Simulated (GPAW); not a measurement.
# ZnS (P6_3mc): refractive index against wavelength

The refractive index of ZnS (P6_3mc) along x below the direct gap (2.24 eV on the mesh) is read from one computed spectrum, n = √(Re ε). x, y and z are the Cartesian axes of the input cell.

Symmetry: P6_3mc, No. 186, hexagonal system. The conventional cell has a = 3.811 Å, b = 3.811 Å, c = 6.234 Å, α = 90.00°, β = 90.00°, γ = 120.00°. Zn on site b is surrounded by 4 S at 2.31 to 2.40 Å. Around S on site b lie 4 Zn at 2.31 to 2.40 Å.

Method: GPAW 26.7.0, PBE, RPA, k-mesh 10×10×5, local fields up to 60 eV, Lorentzian half width 0.2 eV.

Launch of the response step: `OMP_NUM_THREADS=1 python df.py`. The run took 3.2 min, its band step included, on 1 thread of Arm Neoverse V2, on a shared host.

```tsv
wavelength (nm)	photon energy E (eV)	n
3000	0.413	2.3492
2000	0.620	2.3561
1550	0.800	?
1310	0.946	2.3732
1064	1.165	2.3896
850	1.459	2.4193
```

In the single-oscillator model n² − 1 = E₀E_d/(E₀² − E²), so 1/(n² − 1) = E₀/E_d − E²/(E₀E_d) is linear in E².

Working, on the rows shown:

| x = E² (eV²) | y = 1/(n² − 1) |
| --- | --- |
| 0.170801 | 0.221301 |
| 0.384302 | 0.219722 |
| 0.895757 | 0.215886 |
| 1.35784 | 0.212306 |
| 2.12762 | 0.206058 |

Means: x̄ = 0.98727, ȳ = 0.21505. Σ(x − x̄)(y − ȳ) = -0.01927, Σ(x − x̄)² = 2.476. Slope = -0.01927 / 2.476 = -0.007781; intercept = ȳ − slope · x̄ = 0.22274. Turned back into n, the line misses the rows shown by at most 0.00063.

Question: What does the fit predict for the withheld row, and how well does it do?

Answer: At x = 0.63984 the line gives y = 0.21776, that is 2.3648. The run gave 2.3645, so the interpolation is off by 0.0003, 0.4 % of the range in the table.

Refitted with all rows, the slope is -0.007789 and the intercept 0.22275. These give E₀ = √(intercept/−slope) = 5.35 eV and E_d = E₀/intercept = 24.0 eV; E₀ is 2.4 times the direct gap. The electronic limit at long wavelengths, without lattice vibrations, is n = √(1 + 1/intercept) = 2.343. The cell comes from an older database entry, whose edges can be off by a per cent or so. Excitons are left out; PBE gaps are as a rule too small. The values come from a sum over the points of one k-mesh and carry its error, which grows as the direct gap shrinks.

[Logs are printed without paths, hosts, clocks, repeated set-up lines and the standing remarks that a program may print on its own settings, such as how far it seeks lower states.]
